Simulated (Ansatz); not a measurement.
# SnSe2 (P-3m1): the PBE gap against the wavefunction cutoff

Aim: see how gap, energy and time of SnSe2 (P-3m1) follow the wavefunction cutoff.

Method: DFT, PBE, plane waves, PAW; PAW set soft_1, in Ansatz 0.2.0.

**1. Set-up**

It takes space group P-3m1 (No. 164, trigonal). The conventional cell has a = 3.811 Å, b = 3.811 Å, c = 6.136 Å, α = 90.00°, β = 90.00°, γ = 120.00°. Sn has 6 Se at 2.72 Å nearest. Nearest to Se lie 3 Sn at 2.72 Å. Farther neighbours and most contacts between anions are not listed.

Geometry: measured cell, ions relaxed with PBE. The runs that relaxed it are not among those shown.

**2. Wavefunction cutoff: 190 eV**

Input file input.yaml:

```yaml
crystal:
  lattice:
    - [3.811, 0.0, 0.0]
    - [-1.9055, 3.3004228138, 0.0]
    - [0.0, 0.0, 6.136]
  atoms:
    - { symbol: Sn, position: [0.0, 0.0, 0.0] }
    - { symbol: Se, position: [0.3333333333, 0.6666666667, 0.2614399677] }
    - { symbol: Se, position: [0.6666666667, 0.3333333333, 0.7385600323] }
kpoints:
  mp_grid: { grid: [12, 12, 4] }
  band_path:
    path:
      - [0.0, 0.0, 0.0]
      - [0.5, 0.0, 0.0]
      - [0.33333333, 0.33333333, 0.0]
      - [0.0, 0.0, 0.5]
      - [0.5, 0.0, 0.5]
      - [0.33333333, 0.33333333, 0.5]
      - [0.0833333333, 0.0833333333, 0.0]
      - [0.5, 0.0, 0.35]
    npoints: 1
hamiltonian:
  xc: pbe
  pseudopotentials: { kind: paw, azcp: { folder: soft_1 } }
scf:
  occupations: { method: fermi_dirac, width: 0.02 }
  n_extra_bands: 5
  max_iter: 80
output:
  eigenvalues: true
  forces: true
  stress: true
basis:
  ecutwfc: 190.0
```

Command:

```sh
> ansatz run input.yaml --threads 3 --pin off --max-ram 92160MiB --backend cuda --events-out ev --progress --plain --runs-dir out --devices 1 --max-vram 13GiB
```

Numbers of over 12 decimals in the logs are rounded to 6 here.

Output:

```text
Warning: basis.ecutwfc = 190 eV is below the records' recommended 420 eV, and the density's cutoff is lower with it unless basis.ecutrho_ratio is high enough to keep the records' density cutoff: compare with a run at a higher cutoff
scf.n_extra_bands = 5 over 23 filled bands (N_el = 46.0): the run solves 28 bands
GPUs: using 1 of 1 available (devices: 1).
Engine: ansatz 0.2.0, x86_64-unknown-linux-gnu
Pseudopotentials: kind: paw
Pseudopotential: Sn, paw, valence charge 14, recommended cutoff 420 eV (normal), soft_1/Sn.paw.azcp
Pseudopotential: Se, paw, valence charge 16, recommended cutoff 420 eV (normal), soft_1/Se.paw.azcp
Functional definition: PBE
  parameter kappa = 0.804
  parameter beta = 0.066725
  exchange = pbe_x(kappa = kappa, mu = beta*pi^2/3)
  correlation = pbe_c(beta = beta)
device memory: the entry about to start is reckoned to put 1.9 GiB on a device that reports 50.0 GiB free (of which the cap on the GPU budget leaves the run 13.0 GiB)
GPU FFT provider: cuFFT
GPU libraries: cuBLAS 13.8.2, cuFFT 12.4.0, cuSOLVER 12.3.4
Crystal: 3 atoms, lattice volume = 77.178 Å³
Basis set: ecut = 190 eV, 463 PW (Γ), exchange–correlation on 36×36×60 points (8 copies of the dense FFT grid, shifted against one another)
Bands: 28, of which v1, the nominal top of the filled ones, is band 23 counted from 1 (22 counted from 0)
Symmetry: 12 space group operations
Space group: P-3m1 (ITA 164), of the structure as read, at distance tolerance 4.3e-5 Å
k-points: 69 of 576
Non-local potential: Sn, projectors of the file, l = 0: 2, l = 1: 2, l = 2: 2, l = 3: 1
Non-local potential: Se, projectors of the file, l = 0: 2, l = 1: 2, l = 2: 3, l = 3: 1
PAW form: soft (Blöchl's): semilocal exchange-correlation on the pseudo side does not see the compensation charge
PAW one-centre angular grid: Sn, 590 points (default); XC on 64 Gauss nodes
PAW one-centre angular grid: Se, 590 points (default); XC on 64 Gauss nodes
Initial density: superposition of atomic densities (chi_scale 0.1, normalization cell, long waves kept (reshape's long-wave potential 0.10 eV rms))
Initial wavefunctions: pseudopotential atomic-orbital guess
GPU buffer pool allocated for 9720 grid points (all kernels)
GPU transforms: local potential and band sums: pruned to the plane-wave sphere, on 18×18×27
Functional: x = pbe(κ = 0.804, μ = 0.219515), c = pbe(β = 0.066725)
iter 1 solved again at ethr=2.86e-3 eV; its pass at ethr=3.10e-3 eV (dr2=1.31e0 eV) is discarded
SCF iter   1: F=—  HF=-16951.344421 eV  |F-HF|=—  |Δ(HF+E_count)|=         —  Δρ=3.37e-2  dr2=1.32e0  ethr=2.86e-3  ⟨swp⟩=1.0  Hψ=10380  notcnv=0
preconditioner: auto → Resta (q_TF=auto, 2.503 Å⁻¹)  ε∞=2.7  [insulator: Δε(μ)=0.445 eV  Ē_g=16.404 eV  σ=0.020 eV  W_gap=1.00  n_scr=22 (ndim 8)  ℏωp=21.6 eV  f_vac=0.090  D(μ)=0.00/eV (n_scr^D=0)  ε∞_Penn≈2.7  vacuum switching on, ρ_ref=2.0e-2 e/Å³]
SCF iter   2: F=—  HF=-16949.005831 eV  |F-HF|=—  |Δ(HF+E_count)|=    2.34e0  Δρ=1.47e-2  dr2=1.77e-1  ethr=2.86e-3  ⟨swp⟩=2.1  Hψ=4700  notcnv=0
SCF iter   3: F=—  HF=-16948.812256 eV  |F-HF|=—  |Δ(HF+E_count)|=   1.94e-1  Δρ=5.25e-3  dr2=3.46e-2  ethr=3.84e-4  ⟨swp⟩=2.0  Hψ=4215  notcnv=0  defer=23
SCF iter   4: F=—  HF=-16948.806492 eV  |F-HF|=—  |Δ(HF+E_count)|=   5.76e-3  Δρ=1.75e-3  dr2=2.63e-3  ethr=7.51e-5  ⟨swp⟩=2.1  Hψ=2563  notcnv=0  defer=23
SCF iter   5: F=—  HF=-16948.808922 eV  |F-HF|=—  |Δ(HF+E_count)|=   2.43e-3  Δρ=4.04e-4  dr2=8.31e-5  ethr=5.73e-6  ⟨swp⟩=2.0  Hψ=2727  notcnv=0  defer=23
SCF iter   6: F=—  HF=-16948.809328 eV  |F-HF|=—  |Δ(HF+E_count)|=   4.06e-4  Δρ=5.41e-5  dr2=2.35e-6  ethr=1.81e-7  ⟨swp⟩=2.0  Hψ=2484  notcnv=0  defer=23
SCF iter   7: F=—  HF=-16948.809332 eV  |F-HF|=—  |Δ(HF+E_count)|=   3.35e-6  Δρ=1.32e-5  dr2=1.40e-7  ethr=5.11e-9  ⟨swp⟩=2.0  Hψ=2806  notcnv=0  defer=23
SCF iter   8: F=-16948.809332 eV  HF=-16948.809332 eV  |F-HF|=4.24e-9  |Δ(HF+E_count)|=   2.27e-7  Δρ=1.86e-6  dr2=2.69e-9  ethr=2.17e-10  ⟨swp⟩=6.0  Hψ=6941  notcnv=0
SCF 1 converged in 8 iterations: F = -16948.809332 eV  dr2 = 2.69e-9
[...]
device memory: the entry about to start is reckoned to put 0.7 GiB on a device that reports 50.6 GiB free (of which the cap on the GPU budget leaves the run 13.0 GiB)
NSCF: frozen V_eff on 8 k-points
SCF converged after 8 iterations
Free energy (F): -16948.809332 eV
Harris-Foulkes:  -16948.809332 eV  (|F-HF|=4.24e-9)
Internal energy: -16948.809332 eV  (E = F + TS)
E sigma→0 (E₀):  -16948.809332 eV
Entropy (-TS):   -0.000000 eV (-0.000 meV/atom)
Fermi energy:    8.058725 eV
--- Per-component energies (eV) ---
  E_band       = -965.355506
  E_kinetic    = 418.081022
  E_local      = -6563.617949  (includes V_loc(G=0)·N_el)
  E_nonlocal   = -475.609282
  E_hartree    = 3419.424437
  E_xc         = -300.602860
  E_vxc        = -266.466484  (∫ρ·V_xc dr)
  E_paw        = -8722.050127  (= ΣΔE_a)
  E_vpaw       = -916.346748  (= ΣTr[D̂ρ^β])
  E_aug_tail   = -0.246282  (compensation charges beyond the density's cutoff)
  E_ewald      = -4724.188291
  E_smearing   = -0.000000  (= −TS)
  E_closure    = -0.000000  (closes the sum)
  Σ components = -16948.809332   (vs F -16948.809332, Δ=0.00e0)
--- Forces (eV/Å), atoms counted from 1 ---
  atom   1  Sn     0.00000000     0.00000000     0.00000000
  atom   2  Se     0.00000000     0.00000000     0.16246877
  atom   3  Se    -0.00000000    -0.00000000    -0.16246877
  max |Σ_I F_I| component: 1.16e-18 eV/Å
--- Stress (GPa, compression-positive) ---
        2.499259       0.000000      -0.000000
       -0.000000       2.499259       0.000000
       -0.000000       0.000000       3.808973
  P = ⅓ Tr σ = 2.9358 GPa (29.358 kbar)
--- Band table (eV; the first three rows and the last of 69) ---
  k-point 0: bands = [... 19 lower, 7.2542, 7.4359, 7.4359, 7.6315, 8.5273, 11.0136, 12.6215, 12.6215, ... 1 higher]
  k-point 1: bands = [... 19 lower, 7.1628, 7.1628, 7.5554, 7.5554, 9.5339, 10.9645, 12.4552, 12.4552, ... 1 higher]
  k-point 2: bands = [... 19 lower, 7.1086, 7.1086, 7.6380, 7.6380, 10.1567, 10.8365, 12.2783, 12.2783, ... 1 higher]
  k-point 68: bands = [... 19 lower, 3.6919, 4.1472, 7.3672, 7.3672, 9.8789, 12.1922, 12.1922, 13.8162, ... 1 higher]
```

Elapsed: 8.1 s, on 1 × NVIDIA H100 80GB HBM3 (shared by 6 runs) with 3 threads of AMD EPYC 7R13 (Zen 3), shared host; peak memory 0.92 GiB; 4.2 s of CPU time.

The column dr2 measures how far the density is from self-consistency, as an energy; F and HF (Harris–Foulkes) agree once it is small.

Numbers from this step:

```
pressure             : 2.936 GPa
gap                  : 0.4564 eV
valence top at       : k = (0.083, 0.083, 0.000)
conduction bottom at : k = (0.500, 0.000, 0.350)
least direct gap     : 0.8958 eV
```

The gap is indirect, with the least direct gap 0.44 eV higher.

**3. Wavefunction cutoff: 290 eV**

input.yaml: that of step 2 with these lines changed.

```diff
@@ -26,3 +26,3 @@
 scf:
-  occupations: { method: fermi_dirac, width: 0.02 }
+  occupations: { method: fixed }
   n_extra_bands: 5
@@ -34,2 +34,2 @@
 basis:
-  ecutwfc: 190.0
+  ecutwfc: 290.0
```

Output:

```text
[...]
GPUs: using 1 of 1 available (devices: 1).
[...]
GPU FFT provider: cuFFT
GPU libraries: cuBLAS 13.8.2, cuFFT 12.4.0, cuSOLVER 12.3.4
Crystal: 3 atoms, lattice volume = 77.178 Å³
Basis set: ecut = 290 eV, 857 PW (Γ), exchange–correlation on 48×48×72 points (8 copies of the dense FFT grid, shifted against one another)
[...]
k-point 0: bands = [... 19 lower, 7.3972, 7.6014, 7.6014, 7.7822, 8.8655, 11.0737, 12.6135, 12.6135, ... 1 higher]
  k-point 1: bands = [... 19 lower, 7.3109, 7.3109, 7.7254, 7.7254, 9.8476, 11.0507, 12.4543, 12.4543, ... 1 higher]
  k-point 2: bands = [... 19 lower, 7.2603, 7.2603, 7.8153, 7.8153, 10.4865, 10.9397, 12.3043, 12.3043, ... 1 higher]
  k-point 68: bands = [... 19 lower, 3.7700, 4.2207, 7.5246, 7.5246, 10.1801, 12.2260, 12.2260, 13.7862, ... 1 higher]
[key lines of the parts left out:]
SCF converged after 8 iterations
Free energy (F): -16963.267767 eV
Fermi energy:    7.959185 eV
P = ⅓ Tr σ = 2.7481 GPa (27.481 kbar)
```

Wall time 12 s (1 × NVIDIA H100 80GB HBM3 (shared by 6 runs) with 3 threads); peak memory 0.92 GiB.

This step gave:

```yaml
pressure: 2.748 GPa
gap: 0.5280 eV
valence_top_at: k = (0.083, 0.083, 0.000)
conduction_bottom_at: k = (0.500, 0.000, 0.350)
least_direct_gap: 1.083 eV
```

The gap is 0.528 eV, +0.072 eV from the run before at this level.

**4. Wavefunction cutoff: 420 eV (the default)**

input.yaml, the sections that differ from step 3:

```yaml
kpoints:
  mp_grid: { grid: [12, 12, 4] }
  band_path:
    path:
      - [[0.0, 0.0, 0.0], [0.5, 0.0, 0.0], [0.33333333, 0.33333333, 0.0], [0.0, 0.0, 0.0], [0.0, 0.0, 0.5], [0.5, 0.0, 0.5], [0.33333333, 0.33333333, 0.5], [0.0, 0.0, 0.5]]
      - [[0.5, 0.0, 0.5], [0.5, 0.0, 0.0]]
      - [[0.33333333, 0.33333333, 0.5], [0.33333333, 0.33333333, 0.0]]
    npoints: 10
scf:
  occupations: { method: fermi_dirac, width: 0.02 }
  n_extra_bands: 5
output:
  eigenvalues: true
  forces: true
  stress: true
  write_density: true
  write_potential: true
  elf: true
  volumetric_format: npy
# crystal, hamiltonian: as in step 3
# basis: removed
```

Output:

```text
[...]
GPUs: using 1 of 1 available (devices: 1).
[...]
GPU FFT provider: cuFFT
GPU libraries: cuBLAS 13.8.2, cuFFT 12.4.0, cuSOLVER 12.3.4
Crystal: 3 atoms, lattice volume = 77.178 Å³
Basis set: ecut = 420 eV, 1485 PW (Γ), exchange–correlation on 54×54×90 points (8 copies of the dense FFT grid, shifted against one another)
[...]
k-point 0: bands = [... 19 lower, 7.4005, 7.6068, 7.6068, 7.7850, 8.8771, 11.0708, 12.6054, 12.6054, ... 1 higher]
  k-point 1: bands = [... 19 lower, 7.3142, 7.3142, 7.7305, 7.7305, 9.8571, 11.0519, 12.4414, 12.4414, ... 1 higher]
  k-point 2: bands = [... 19 lower, 7.2630, 7.2630, 7.8204, 7.8204, 10.4966, 10.9409, 12.2875, 12.2875, ... 1 higher]
  k-point 68: bands = [... 19 lower, 3.7732, 4.2226, 7.5290, 7.5290, 10.1873, 12.2184, 12.2184, 13.7618, ... 1 higher]
[key lines of the parts left out:]
SCF converged after 8 iterations
Free energy (F): -16963.431835 eV
Fermi energy:    8.269761 eV
P = ⅓ Tr σ = 2.6689 GPa (26.689 kbar)
```

It took 8.4 s on 1 × NVIDIA H100 80GB HBM3 (shared by 6 runs) with 3 threads; peak memory 0.98 GiB; 5.6 s of CPU time.

Numbers from this step:

```
pressure             : 2.669 GPa
gap                  : 0.5293 eV
valence top at       : k = (0.083, 0.083, 0.000)
conduction bottom at : k = (0.500, 0.000, 0.350)
least direct gap     : 1.092 eV
```

The gap is 0.529 eV, +0.001 eV from the run before at this level.

**5. Wavefunction cutoff: 630 eV**

input.yaml, the sections that differ from step 4:

```yaml
kpoints:
  mp_grid: { grid: [12, 12, 4] }
  band_path:
    path:
      - [0.0, 0.0, 0.0]
      - [0.5, 0.0, 0.0]
      - [0.33333333, 0.33333333, 0.0]
      - [0.0, 0.0, 0.5]
      - [0.5, 0.0, 0.5]
      - [0.33333333, 0.33333333, 0.5]
      - [0.0833333333, 0.0833333333, 0.0]
      - [0.5, 0.0, 0.35]
    npoints: 1
scf:
  occupations: { method: fixed }
  n_extra_bands: 5
  max_iter: 80
output:
  eigenvalues: true
  forces: true
  stress: true
basis:
  ecutwfc: 630.0
# crystal, hamiltonian: as in step 4
```

Output:

```text
[...]
GPUs: using 1 of 1 available (devices: 1).
[...]
GPU FFT provider: cuFFT
GPU libraries: cuBLAS 13.8.2, cuFFT 12.4.0, cuSOLVER 12.3.4
Crystal: 3 atoms, lattice volume = 77.178 Å³
Basis set: ecut = 630 eV, 2791 PW (Γ), exchange–correlation on 64×64×108 points (8 copies of the dense FFT grid, shifted against one another)
[...]
k-point 0: bands = [... 19 lower, 7.4005, 7.6067, 7.6067, 7.7849, 8.8770, 11.0705, 12.6052, 12.6052, ... 1 higher]
  k-point 1: bands = [... 19 lower, 7.3141, 7.3141, 7.7304, 7.7304, 9.8570, 11.0516, 12.4412, 12.4412, ... 1 higher]
  k-point 2: bands = [... 19 lower, 7.2630, 7.2630, 7.8203, 7.8203, 10.4966, 10.9407, 12.2873, 12.2873, ... 1 higher]
  k-point 68: bands = [... 19 lower, 3.7731, 4.2226, 7.5289, 7.5289, 10.1872, 12.2180, 12.2180, 13.7616, ... 1 higher]
[key lines of the parts left out:]
SCF converged after 9 iterations
Free energy (F): -16963.433187 eV
Fermi energy:    7.963446 eV
P = ⅓ Tr σ = 2.6654 GPa (26.654 kbar)
```

It took 13 s on 1 × NVIDIA H100 80GB HBM3 (shared by 6 runs) with 3 threads; peak memory 0.94 GiB; 4.9 s of CPU time.

This step gave:

| Item | Value |
| --- | --- |
| pressure | 2.665 GPa |
| gap | 0.5293 eV |
| valence top at | k = (0.083, 0.083, 0.000) |
| conduction bottom at | k = (0.500, 0.000, 0.350) |
| least direct gap | 1.092 eV |

The gap is 0.529 eV, as in the run before at this level.

**6. The series**

Differences are against the last row; a negative gap means that bands overlap, and a run with a band path holds that path's time. Times are wall times on 1 × NVIDIA H100 80GB HBM3 (shared by 6 runs) with 3 threads of AMD EPYC 7R13 (Zen 3), shared host, good to a factor of about two.

| wavefunction cutoff | gap (eV) | direct gap (eV) | gap error (eV) | energy error (meV/atom) | irreducible k | time |
| --- | --- | --- | --- | --- | --- | --- |
| 190 eV | 0.456 | 0.896 | −0.073 | +4874.6 | 69 | 8.1 s |
| 290 eV | 0.528 | 1.083 | −0.001 | +55.1 | 69 | 12 s |
| 420 eV | 0.529 | 1.092 | +0.000 | +0.5 | 69 | 8.4 s |
| 630 eV | 0.529 | 1.092 | +0.000 | +0.0 | 69 | 13 s |

**7. Summary of results**

- 190 eV: 0.456 eV
- 290 eV: 0.528 eV
- 420 eV: 0.529 eV
- 630 eV: 0.529 eV

**Reading.** The gap holds to 0.02 eV from 290 eV on. At 190 eV the gap is off by −0.073 eV and the energy by +4875 meV/atom.

[Paths, hosts, dates, memory and timing lines, banners, echoed tables and standing remarks are left out of the program output.]

[Logs are printed without paths, hosts, clocks, repeated set-up lines and the standing remarks that a program may print on its own settings, such as how far it seeks lower states.]

[Runs of the session that timed out or met a known fault of the program may be left out.]

[Cells called generated may have been cut or substituted from an entry of the Crystallography Open Database or the Materials Project.]

[Hosts, paths, dates, database ids (printed as entryN), source tags and the programs' standing remarks are cut or masked in the printed files.]
